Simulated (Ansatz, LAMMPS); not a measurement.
# Relaxing a frame of liquid mixture of sulfolane and H2O from 380 K (192 atoms)

Aim: bring a frame of liquid mixture of sulfolane and H2O from 380 K (192 atoms) to a nearby minimum of the energy and see what moves.

Program: Ansatz 0.2.0. Level of theory: Kohn-Sham DFT, PBE+D4, PAW (set soft_2), plane waves. Results are calculated unless marked as measured.

This is a report of a sequence of runs, with most program output left out.

### Step 1. Starting point

The cell holds 192 atoms: 28 O, 12 S, 48 C and 104 H. Cell: a = 12.923 Å, b = 12.923 Å, c = 12.923 Å, α = 90.0°, β = 90.0°, γ = 90.0°. 12 sulfolane, 4 H2O placed at random, at 1.17 g/cm³; overlaps pushed apart, then 10 ps at 450 K with MMFF94 bonds, angles, torsions, charges and radii (Halgren, J. Comput. Chem. 17, 490 (1996)) in harmonic and 12-6 forms; SPC/E water (Berendsen, Grigera and Straatsma, J. Phys. Chem. 91, 6269 (1987)). Snapshot after 20 ps at 380 K and fixed volume.

Limits known from the start: The network of contacts between molecules at the start is that of the classical potential that made the cell. The density was typed from a rule of thumb and may lie off the real one at this temperature. Only the Γ point is sampled, in a cell whose shortest periodic width is 13 Å.

### Step 2. How the cell was made

A classical potential supplies the starting structure, since it reaches far longer times than DFT.

This step: classical MD, MMFF94 bonds, angles, torsions, charges and radii (Halgren, J. Comput. Chem. 17, 490 (1996)) in harmonic and 12-6 forms; SPC/E water (Berendsen, Grigera and Straatsma, J. Phys. Chem. 91, 6269 (1987)) (LAMMPS 22 Jul 2025 - Update 4).

Contents of in.lmp:

```
# liquid mixture of sulfolane and H2O
units real
atom_style full
boundary p p p
bond_style harmonic
angle_style harmonic
dihedral_style opls
improper_style harmonic
special_bonds lj 0 0 0.5 coul 0 0 0.75
read_data data.lmp
neigh_modify delay 0 every 1 check yes one 4000
comm_modify cutoff 12.0
timestep 0.5
thermo_style custom step time temp pe press density
thermo_modify norm yes
# push overlapping molecules apart
pair_style soft 2.6
pair_coeff * * 0.0
variable a equal ramp(1,60)
fix ad all adapt 1 pair soft a * * v_a
velocity all create 450 5276 mom yes dist gaussian
fix lim all nve/limit 0.03
fix lan all langevin 450 450 50 5277 zero yes
thermo 1000
run 3000 post no
unfix ad
pair_style lj/cut/coul/long 9.0
pair_modify mix arithmetic tail yes
pair_coeff 1 1 0.0763 3.0960   # O
pair_coeff 2 2 0.2681 3.4180   # S
pair_coeff 3 3 0.0678 3.3680   # C
pair_coeff 4 4 0.0216 2.5400   # H
pair_coeff 5 5 0.1553 3.1660   # O
pair_coeff 6 6 0.0000 1.0000   # H
# [... 19 lines left out ...]
compute msd all msd com yes
thermo 5000
fix md all nvt temp 380 380 100
run 20000 post no
print "== T380: mean square displacement over the hold $(c_msd[4]:%.2f) A^2"
unfix md
uncompute msd
write_dump all custom T380.dump id type xs ys zs modify sort id
```

Launch:

```sh
$ lmp -in in.lmp -log none -nocite
```

Wall time 43 s (1 thread of Intel Xeon Platinum 8259CL at 2.50GHz (Skylake/Cascade Lake), shared host); peak memory 0.12 GiB.

The input also reads data.lmp (atoms, bonds and types; not printed here).

### Step 3. Single point at the start

A single point comes first, to see the forces before anything moves.

Contents of input.yaml:

```yaml
crystal:
  lattice:
    - [12.92274, 0.0, 0.0]
    - [0.0, 12.92274, 0.0]
    - [0.0, 0.0, 12.92274]
  atoms:
    - { symbol: O, position: [0.10229, 0.99631, 0.90059] }
    - { symbol: S, position: [0.13512, 0.09388, 0.86115] }
    - { symbol: O, position: [0.24497, 0.12217, 0.8707] }
    - { symbol: C, position: [0.0666, 0.19951, 0.90706] }
    - { symbol: C, position: [0.00961, 0.24438, 0.81723] }
    - { symbol: C, position: [0.98734, 0.15613, 0.74626] }
    - { symbol: C, position: [0.08287, 0.09604, 0.7327] }
    - { symbol: H, position: [0.01151, 0.17586, 0.95861] }
    - { symbol: H, position: [0.12118, 0.25545, 0.93651] }
    - { symbol: H, position: [0.06386, 0.29031, 0.7849] }
    - { symbol: H, position: [0.94173, 0.29459, 0.83697] }
    - { symbol: H, position: [0.9459, 0.10299, 0.79977] }
    - { symbol: H, position: [0.94937, 0.18546, 0.67857] }
    - { symbol: H, position: [0.14905, 0.12859, 0.68523] }
    - { symbol: H, position: [0.05992, 0.02286, 0.70976] }
    - { symbol: O, position: [0.52748, 0.92113, 0.24029] }
    - { symbol: S, position: [0.47372, 0.83561, 0.28798] }
    - { symbol: O, position: [0.37357, 0.84875, 0.33506] }
    - { symbol: C, position: [0.55671, 0.77165, 0.38192] }
    - { symbol: C, position: [0.50681, 0.66874, 0.3902] }
    - { symbol: C, position: [0.494, 0.63269, 0.27593] }
    - { symbol: C, position: [0.47087, 0.72402, 0.20988] }
    - { symbol: H, position: [0.63348, 0.76646, 0.34346] }
    - { symbol: H, position: [0.56221, 0.8143, 0.45337] }
    - { symbol: H, position: [0.4276, 0.67063, 0.43119] }
    - { symbol: H, position: [0.56275, 0.62254, 0.4334] }
    - { symbol: H, position: [0.57156, 0.60711, 0.25876] }
    - { symbol: H, position: [0.4424, 0.56637, 0.26796] }
    - { symbol: H, position: [0.38924, 0.72137, 0.18158] }
    - { symbol: H, position: [0.52114, 0.73539, 0.14484] }
    - { symbol: O, position: [0.80645, 0.92335, 0.36208] }
    - { symbol: S, position: [0.80986, 0.03328, 0.37257] }
    [... 154 atom lines left out ...]
    - { symbol: O, position: [0.86334, 0.1884, 0.11509] }
    - { symbol: H, position: [0.86984, 0.17918, 0.19165] }
    - { symbol: H, position: [0.82583, 0.12782, 0.08491] }
    - { symbol: O, position: [0.06362, 0.43747, 0.62065] }
    - { symbol: H, position: [0.98798, 0.4214, 0.6235] }
    - { symbol: H, position: [0.09167, 0.4424, 0.6926] }
kpoints:
  mp_grid: { grid: [1, 1, 1] }
hamiltonian:
  xc: pbe
  dispersion: d4
scf:
  occupations: { method: fermi_dirac, width: 0.025 }
output:
  forces: true
  stress: true
  populations: true
  dos:
    method: { smearing: { sigma: 0.15 } }
    de: 0.1
    projected: { site_lists: { C: [C], H: [H], O: [O], S: [S] } }
  eigenvalues: true
```

Launch:

```sh
$ ansatz run input.yaml --threads 4 --pin off --max-ram 8192MiB --backend cpu --events-out ev --progress --plain --runs-dir out
```

Run time: 33 s. Hardware: 4 threads of Intel Xeon Platinum 8259CL at 2.50GHz (Skylake/Cascade Lake), shared host; peak memory 3 GiB.

Numbers from this run:

| Item | Value |
| --- | --- |
| free energy | -40410.9330 eV |
| free energy per atom | -210.4736 eV/atom |
| SCF cycles | 11 |
| pressure | 3.031 GPa |
| r.m.s. force component | 0.982 eV/Å |
| longest force | 4.321 eV/Å |
| Fermi energy | 1.734 eV |
| gap (highest filled to lowest empty level) | 4.677 eV |
| spilling of the projection | 0.01812 |

The r.m.s. force component of 0.98 eV/Å and the pressure of 3.0 GPa set the starting point.

Neighbours are counted within 1.34 Å (H-C), 1.21 Å (H-O), 1.85 Å (C-C), 2.21 Å (C-S), 1.93 Å (O-S).

Length of the force by element and coordination:

```
element  coordination  atoms  mean length of the force (eV/Å)  spread  least   most
      C           all     48                             2.15   0.917  0.754   3.78
      H           all    104                             1.14   0.620  0.219   3.87
      O           all     28                             1.20   0.680  0.225   2.83
      O             1     24                             1.33   0.654  0.322   2.83
      O             2      4                            0.459   0.144  0.225  0.596
      S           all     12                             2.05    1.10  0.771   4.32
```

### Step 4. Relaxation

With the cell held, the atoms are moved downhill towards a nearby minimum.

input.yaml, the sections that differ from step 3:

```yaml
output:
  forces: true
relax:
  f_tol: 0.05
  max_steps: 200
# crystal, kpoints, hamiltonian, scf: as in step 3
```

The job ended after 14 min (4 threads; peak memory 3 GiB).

Step by step (22 of 47):

```
step  energy less that of the first step (eV)  largest force component (eV/Å)
   1                                   0.0000                          3.4993
   3                                  -9.5476                          0.8305
   5                                 -10.3105                          1.0154
   8                                 -10.7101                          0.1750
  10                                 -10.6140                          2.2270
  12                                 -10.8529                          0.0961
  14                                 -10.8700                          0.6873
  16                                 -10.9038                          0.2878
  19                                 -10.9383                          0.2052
  21                                 -10.9516                          0.5098
  23                                 -10.9674                          0.3045
  25                                 -10.9836                          0.0984
  27                                 -10.9940                          0.1724
  29                                 -11.0038                          0.1377
  32                                 -11.0089                          0.0839
  34                                 -11.0108                          0.0874
  36                                 -11.0154                          0.0869
  38                                 -11.0172                          0.0697
  40                                 -11.0185                          0.1251
  43                                 -11.0212                          0.0067
  45                                 -11.0235                          0.0890
  47                                 -11.0248                          0.0427
```

Relaxation steps 10, 14, 34, 37, 42 were tried and not accepted.

The atoms that moved most (Å):

```
atom      dx      dy      dz  length
 H75  -0.836  -0.193   1.571   1.790
H165   1.530  -0.625   0.285   1.677
 H74  -1.245   0.149   0.892   1.539
 O61  -0.066  -0.856   1.273   1.535
 H28   1.366  -0.174  -0.654   1.525
 H10  -0.950   0.534   1.019   1.492
  H9  -0.936  -0.273   1.100   1.470
 H42  -0.577   0.983   0.849   1.421
```

The relaxation changed the energy by -57.4 meV/atom, and atoms moved by 0.82 Å r.m.s., 1.8 Å at most.

### Step 5. Structure statistics after relaxation

Bonds before and after, by the cutoffs listed below:

```
pair  bonds before  bonds after  mean before (Å)  mean after (Å)  spread before (Å)  spread after (Å)
 H-C            96           96            1.093           1.097              0.034             0.002
 H-O             8            8            1.000           0.978              0.000             0.002
 C-C            36           36            1.509           1.533              0.032             0.006
 C-S            24           24            1.763           1.817              0.040             0.006
 O-S            24           24            1.460           1.466              0.023             0.004
```

Density 1.17 g/cm³, 11.24 Å³ an atom.

g(r), total and by pair (bins of 0.2 Å):

```
r (Å)  total   H-H    H-C   H-O   H-S    C-C   C-O
 0.90   0.39  0.00   0.00  2.48  0.00   0.00  0.00
 1.10   3.84  0.00  14.18  0.00  0.00   0.00  0.00
 1.30   0.00  0.00   0.00  0.00  0.00   0.00  0.00
 1.50   1.31  0.26   0.00  0.00  0.00  11.55  0.00
 1.70   0.64  2.17   0.00  0.00  0.00   0.00  0.00
 1.90   0.48  0.24   0.00  0.49  0.00   0.00  0.00
 2.10   1.12  0.00   4.04  0.14  0.00   0.00  0.00
 2.30   0.86  0.35   1.15  0.49  5.50   0.00  0.00
 2.50   1.06  2.15   0.00  0.85  0.35   2.95  0.00
 2.70   1.67  1.73   0.47  3.07  0.00   1.23  4.21
 2.90   0.64  0.76   0.56  1.04  0.88   0.00  0.00
 3.10   0.81  1.36   0.53  1.06  1.21   0.00  0.19
 3.30   0.73  0.49   0.72  1.24  1.34   0.00  1.35
 3.50   1.15  0.76   1.59  1.31  0.85   0.00  2.66
 3.70   0.93  0.68   0.89  0.88  2.06   0.27  2.38
 3.90   0.95  1.31   0.71  0.97  1.00   0.54  1.10
 4.10   0.74  0.94   0.63  0.63  0.61   0.39  0.69
 4.30   1.01  0.96   0.80  1.71  0.89   0.72  0.76
 4.50   0.96  0.84   0.95  1.22  0.71   0.81  1.04
 4.70   0.95  0.78   0.93  1.21  0.96   0.68  1.28
 4.90   0.93  1.02   0.82  0.77  1.25   0.83  1.06
 5.10   1.01  1.06   1.00  0.99  1.17   1.21  0.69
 5.30   0.96  0.96   0.98  0.79  0.97   1.06  1.07
 5.50   0.99  1.01   1.11  0.92  0.75   0.86  0.97
 5.70   1.04  1.00   1.08  1.10  0.83   1.13  1.08
 5.90   1.10  1.03   1.18  0.84  1.13   1.54  1.15
 6.10   1.10  1.08   1.05  1.07  1.15   1.44  0.90
 6.30   1.02  1.08   1.04  1.03  0.83   1.24  0.69
```

Bonds by pair of elements; cutoffs follow the first minimum of g(r), held within bounds set by covalent radii, and pairs that aren't listed don't count as bonded:

```
pair A-B  cutoff (Å)  bonds  mean length (Å)  spread (Å)  shortest (Å)  B about A  A about B
     H-C        1.34     96             1.10       0.002          1.09      0.923          2
     H-O        1.21      8            0.978       0.002         0.975      0.077      0.286
     C-C        1.85     36             1.53       0.006          1.52        1.5        1.5
     C-S        2.21     24             1.82       0.006          1.80        0.5          2
     O-S        1.88     24             1.47       0.004          1.46      0.857          2
```

How many atoms have how many bonded neighbours:

```
element  mean    1  2   4
      C     4    0  0  48
      H     1  104  0   0
      O  1.14   24  4   0
      S     4    0  0  12
```

Bond angles (no mean is given where the spread exceeds 20°):

```
angle  count  mean (°)  spread (°)
C-C-H    144       112           2
H-C-H     48       109         1.3
H-C-S     48       107         0.9
C-S-O     48       110         1.1
C-C-S     24       104           1
```

Bond length by coordination (bonds to H left out):

```
element  coordination  atoms  mean bond length (Å)
      O             1     24                  1.47
```

Rings of the network by King's shortest-path rule, up to 12 atoms, one path for each pair of neighbours; H, halogens, alkali and alkaline-earth atoms are left out, and the last column divides by all other atoms, bonded or not:

```
ring size (atoms)  rings  per network atom
                5     12             0.136
```

With the cutoffs above, all C atoms have 4, all H atoms have 1, 86 % of O atoms have 1 and all S atoms have 4 bonded neighbours. The C-C-H angle averages 112° with a spread of 2°. All rings counted have 5 atoms.

(Continued in part 2 of 2.)

[Logs are printed without paths, hosts, clocks, repeated set-up lines and the standing remarks that a program may print on its own settings, such as how far it seeks lower states.]

[Hosts, paths, dates, database ids (printed as entryN), source tags and the programs' standing remarks are cut or masked in the printed files.]

[The MMFF94 radii named for the starting cell were scaled by 0.96; in molecules described by MMFF94, hydrogen bound to N, O or S took a small fixed 12-6 site in their place.]
